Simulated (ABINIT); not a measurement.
# LiF (Griceite): one start, several treatments of the self-energy, part 2 of 2

Wanted: the gap of LiF (Griceite) under several approximations, with cost.

ABINIT 10.8.3; PBE and many-body steps on it, plane waves. Known limits of the many-body steps: not at the basis limit.

So far. Step 5 (G0W0, Hybertsen-Louie plasmon pole): Against G0W0 in ABINIT (8×8×8 mesh, 126 bands, screening to 283 eV, Godby-Needs plasmon pole), the gap moves by +0.680 eV. Step 6 (G0W0, von der Linden-Horsch plasmon pole): Against G0W0 in ABINIT (8×8×8 mesh, 126 bands, screening to 283 eV, Godby-Needs plasmon pole), the gap moves by +0.462 eV.

**7. One-shot Hartree-Fock**

This step: one-shot Hartree-Fock on PBE, plane waves, norm-conserving pseudopotentials.

File run.abi:

```
acell 3*1.0 Angstrom
rprim 
  -0.000000000000 2.014000000000 2.014000000000
  2.014000000000 -0.000000000000 2.014000000000
  2.014000000000 2.014000000000 -0.000000000000
ntypat 2
znucl 3 9
natom 2
typat 1 2
xred 
  0.000000000000 0.000000000000 0.000000000000
  0.500000000000 0.500000000000 0.500000000000
pp_dirpath "pseudos"
pseudos "Li.upf, F.upf"
ecut 36
ngkpt 8 8 8
nshiftk 1
shiftk 0 0 0
kptopt 1
chksymbreak 0
istwfk *1
occopt 1
irdwfk 1
optdriver 4
nband 9
gwcalctyp 5
ecutsigx 36
symsigma 1
nkptgw 1
kptgw 
  0.0000000000 0.0000000000 0.0000000000
bdgw 
  3 9
ixc_sigma 40
fftgw 31
indata_prefix "in"
outdata_prefix "out"
tmpdata_prefix "tmp"
```

On the command line:

```console
$ OMP_NUM_THREADS=1 mpirun -n 4 abinit run.abi > log
```

Log:

```text
.Version 10.8.3 of ABINIT. v10.8.2 released Aug 2026.

 Symmetries : space group Fm -3 m (#225); Bravais cF (face-center cubic)
[... echo of the input left out ...]
== DATASET  1 ==================================================================
-   mpi_nproc: 4, omp_nthreads: 1 (-1 if OMP is not activated)

--- !DatasetInfo
iteration_state: {dtset: 1, }
dimensions: {natom: 2, nkpt: 29, mband: 9, nsppol: 1, nspinor: 1, nspden: 1, mpw: 1158, }
cutoff_energies: {ecut:  36.0, pawecutdg:  -1.0, }
[...]
7  23.017 -10.011  -3.078   0.000   1.000   0.000  -3.078   6.933  29.949
        8  23.017 -10.011  -3.078   0.000   1.000   0.000  -3.078   6.933  29.949
        9  23.017 -10.011  -3.078   0.000   1.000   0.000  -3.078   6.933  29.949

== END DATASET(S) ==============================================================
================================================================================

 -outvars: echo values of variables after computation  --------
           etotal      0.0000000000E+00
            nband           9
             nkpt          29
          spgroup         225
 [... the other variables as echoed above ...]

 Calculation completed.
```

Elapsed: 3.9 s, on 4 MPI ranks of Intel Xeon Platinum 8375C at 2.90GHz (Ice Lake), shared host; peak memory 0.23 GiB; 14 s of CPU time.

This step gave:

```yaml
quasiparticle_gap_on_the_points_computed: 21.64 eV
starting_gap_on_the_mesh: 9.115 eV
k_of_the_valence_top: 0, 0, 0
k_of_the_conduction_bottom: 0, 0, 0
least_direct_quasiparticle_gap_on_the_computed_points: 21.64 eV
```

Against G0W0 in ABINIT (8×8×8 mesh, 126 bands, screening to 283 eV, Godby-Needs plasmon pole), the gap moves by +8.223 eV.

**8. Screening, 8×8×8 mesh, 126 bands, screening to 283 eV**

This step: RPA screening on PBE, plane waves, norm-conserving pseudopotentials.

Edit run.abi of step 7 so:

```diff
@@ -23,14 +23,14 @@
 irdwfk 1
-optdriver 4
-nband 9
-gwcalctyp 5
-ecutsigx 36
-symsigma 1
-nkptgw 1
-kptgw 
-  0.0000000000 0.0000000000 0.0000000000
-bdgw 
-  3 9
-ixc_sigma 40
-fftgw 31
+optdriver 3
+nband 126
+ecuteps 10.4
+inclvkb 2
+awtr 1
+symchi 1
+gwcalctyp 2
+nfreqre 16
+freqremax 40 eV
+nfreqim 8
+spmeth 1
+nomegasf 120
 indata_prefix "in"
```

Log:

```text
.Version 10.8.3 of ABINIT. v10.8.2 released Aug 2026.

 Symmetries : space group Fm -3 m (#225); Bravais cF (face-center cubic)
[... echo of the input left out ...]
== DATASET  1 ==================================================================
-   mpi_nproc: 4, omp_nthreads: 1 (-1 if OMP is not activated)

--- !DatasetInfo
iteration_state: {dtset: 1, }
dimensions: {natom: 2, nkpt: 29, mband: 126, nsppol: 1, nspinor: 1, nspden: 1, mpw: 1158, }
cutoff_energies: {ecut:  36.0, pawecutdg:  -1.0, }
electrons: {nelect:   1.00000000E+01, charge:   0.00000000E+00, occopt:   1.00000000E+00, tsmear:   1.00000000E-02, }

 SCREENING: Calculation of the susceptibility and dielectric matrices

 Based on a program developped by R.W. Godby, V. Olevano, G. Onida, and L. Reining.
 Incorporated in ABINIT by V. Olevano, G.-M. Rignanese, and M. Torrent.
.Using double precision arithmetic ; gwpc =  8

[... cell and pseudopotentials left out ...]
--------------------------------------------------------------------------------

 ==== K-mesh for the wavefunctions ====
 Number of points in the irreducible wedge :    29
[... list of points left out ...]
 Together with 48 symmetry operations and time-reversal symmetry
 yields   512 points in the full Brillouin Zone.

 ==== Q-mesh for the screening function ====
 Number of points in the irreducible wedge :    29
[... list of points left out ...]
 Together with 48 symmetry operations and time-reversal symmetry
 yields   512 points in the full Brillouin Zone.

 setmesh: FFT mesh size selected  =    24x   24x   24
          total number of points  =        13824

 vcoul_init : cutoff-mode = AUXILIARY_FUNCTION
 q-points for optical limit:   1
     1)      0.000010    0.000020    0.000030

- screening: taking advantage of time-reversal symmetry
- Maximum band index for partially occupied states nbvw = 5
- Remaining bands to be divided among processors   nbcw = 121
- Number of bands treated by each node ~30

 Number of electrons calculated from density =   10.0000; Expected =   10.0000
 average of density, n =  0.090697
 r_s =    1.3807
 omega_plasma =   29.0505 [eV]

 calculating chi0 at frequencies [eV] :
  1    0.000000E+00    0.000000E+00
  2    2.666667E+00    0.000000E+00
  3    5.333333E+00    0.000000E+00
[...]
23    0.000000E+00    7.398648E+01
 24    0.000000E+00    1.041738E+02

--------------------------------------------------------------------------------
  q-point number  1        q = ( 0.000000, 0.000000, 0.000000) [r.l.u.]
--------------------------------------------------------------------------------
[... chi0 elements left out ...]
  [... further frequencies ...]

 No. of calculated frequencies >  15, stop printing
 For q-point:  0.000010 0.000020 0.000030
  dielectric constant =   1.9719
  dielectric constant without local fields =   2.0859

  Average fulfillment of the sum rule on Im[epsilon] for q-point    1 :     86.29  [%]
[... wings left out ...]
  q-point number  2        q = ( 0.125000, 0.000000, 0.000000) [r.l.u.]
--------------------------------------------------------------------------------
[... chi0 elements left out ...]
  [... further frequencies ...]

 No. of calculated frequencies >  15, stop printing
  Average fulfillment of the sum rule on Im[epsilon] for q-point    2 :     96.91  [%]

 [... 27 further q-points ...]
```

Elapsed: 14 min, on 4 MPI ranks; peak memory 1.6 GiB; 55 min of CPU time.

Numbers from this step:

* ε∞ with local fields, on this mesh, along the program's q direction: 1.972
* the same without local fields: 2.086
* plasma frequency: 29.05 eV
* plane waves in the screening matrix: 169

**9. G0W0, contour deformation**

This step: G0W0 on PBE, plane waves, norm-conserving pseudopotentials.

Edit run.abi of step 8 so:

```diff
@@ -23,14 +23,14 @@
 irdwfk 1
-optdriver 3
+optdriver 4
 nband 126
+gwcalctyp 2
+ecutsigx 36
+symsigma 1
+nkptgw 1
+kptgw 
+  0.0000000000 0.0000000000 0.0000000000
+bdgw 
+  3 9
 ecuteps 10.4
-inclvkb 2
-awtr 1
-symchi 1
-gwcalctyp 2
-nfreqre 16
-freqremax 40 eV
-nfreqim 8
-spmeth 1
-nomegasf 120
+irdscr 1
 indata_prefix "in"
```

Log:

```text
.Version 10.8.3 of ABINIT. v10.8.2 released Aug 2026.

 Symmetries : space group Fm -3 m (#225); Bravais cF (face-center cubic)
[... echo of the input left out ...]
== DATASET  1 ==================================================================
-   mpi_nproc: 4, omp_nthreads: 1 (-1 if OMP is not activated)

--- !DatasetInfo
iteration_state: {dtset: 1, }
dimensions: {natom: 2, nkpt: 29, mband: 126, nsppol: 1, nspinor: 1, nspden: 1, mpw: 1158, }
cutoff_energies: {ecut:  36.0, pawecutdg:  -1.0, }
[...]
4  -0.974 -23.053 -30.736   4.322   0.813  -0.230 -25.785  -2.732  -3.706
[...]
9  23.017 -10.011  -3.078  -4.241   0.856  -0.169  -7.708   2.303  25.320
        9   0.000   0.000   0.000  -0.042   0.000   0.000  -0.036  -0.036  -0.036

== END DATASET(S) ==============================================================
================================================================================

 -outvars: echo values of variables after computation  --------
           etotal      0.0000000000E+00
            nband         126
             nkpt          29
          spgroup         225
 [... the other variables as echoed above ...]

 Calculation completed.
```

Run time: 14 s. Hardware: 4 MPI ranks; peak memory 1.6 GiB; 54 s of CPU time.

This step gave:

* G0W0 gap on the points computed: 13.38 eV
* starting gap on the mesh: 9.115 eV
* k of the valence top: 0, 0, 0
* k of the conduction bottom: 0, 0, 0
* least direct G0W0 gap on the computed points: 13.38 eV

Against G0W0 in ABINIT (8×8×8 mesh, 126 bands, screening to 283 eV, Godby-Needs plasmon pole), the gap moves by −0.037 eV.

**10. Side by side**

Times are wall times on 4 MPI ranks of Intel Xeon Platinum 8375C at 2.90GHz (Ice Lake), shared host. The host was busy with other work, so they are no guide to cost. A run's time includes the screening step that it read.

```tsv
run	mesh	bands	screening cutoff (eV)	DFT gap (eV)	gap on the mesh (eV)	direct (eV)	ε∞ used	time
G0W0, Godby-Needs plasmon pole	8×8×8	126	283	9.115	13.422	13.422	1.97	6 min
G0W0, Hybertsen-Louie plasmon pole	8×8×8	126	283	9.115	14.102	14.102	1.97	6 min
G0W0, von der Linden-Horsch plasmon pole	8×8×8	126	283	9.115	13.884	13.884	1.97	5.9 min
one-shot Hartree-Fock	8×8×8	-	-	9.115	21.645	21.645	-	3.9 s
G0W0, contour deformation	8×8×8	126	283	9.115	13.385	13.385	1.97	14 min
```

**11. Summary of results**

| Quantity | Value |
| --- | --- |
| G0W0, Godby-Needs plasmon pole | 13.422 eV |
| G0W0, Hybertsen-Louie plasmon pole | 14.102 eV |
| G0W0, von der Linden-Horsch plasmon pole | 13.884 eV |
| one-shot Hartree-Fock | 21.645 eV |
| G0W0, contour deformation | 13.385 eV |
| known limits | not at the basis limit |

G0W0, Hybertsen-Louie plasmon pole: +0.680 eV against G0W0, Godby-Needs plasmon pole. G0W0, von der Linden-Horsch plasmon pole: +0.462 eV against G0W0, Godby-Needs plasmon pole. One-shot Hartree-Fock: +8.223 eV against G0W0, Godby-Needs plasmon pole. G0W0, contour deformation: −0.037 eV against G0W0, Godby-Needs plasmon pole. Bare exchange alone opens the gap to 21.64 eV; against G0W0, correlation takes back 8.22 eV. Bands and cutoff are finite, so the gap is not at the basis limit. The miss can reach some tenths of an eV and take either sign; the mesh is an error of its own. In the first G0W0 run levels were corrected at 1 k point alone, so a gap called «on the mesh» is the least over those, and an edge elsewhere would be missed.

[Paths, hosts, dates, memory and timing lines, banners, echoed tables and standing remarks are left out of the program output.]

[Logs are printed without paths, hosts, clocks, repeated set-up lines and the standing remarks that a program may print on its own settings, such as how far it seeks lower states.]

[Runs of the session that timed out or met a known fault of the program may be left out.]

[No measured gap is set beside runs whose start may be inverted or whose files or cutoffs have a known fault.]

[Hosts, paths, dates, database ids (printed as entryN), source tags and the programs' standing remarks are cut or masked in the printed files.]

[G0W0 gaps are taken among the corrected bands and points alone; a level outside them can change the order at an edge.]

[Where Ansatz stands beside ABINIT at settings called matched, ABINIT's density can come from a denser mesh and the files from another edition; pairs whose starting gaps differed by over 0.03 eV were left out, so agreement reads better than it is.]
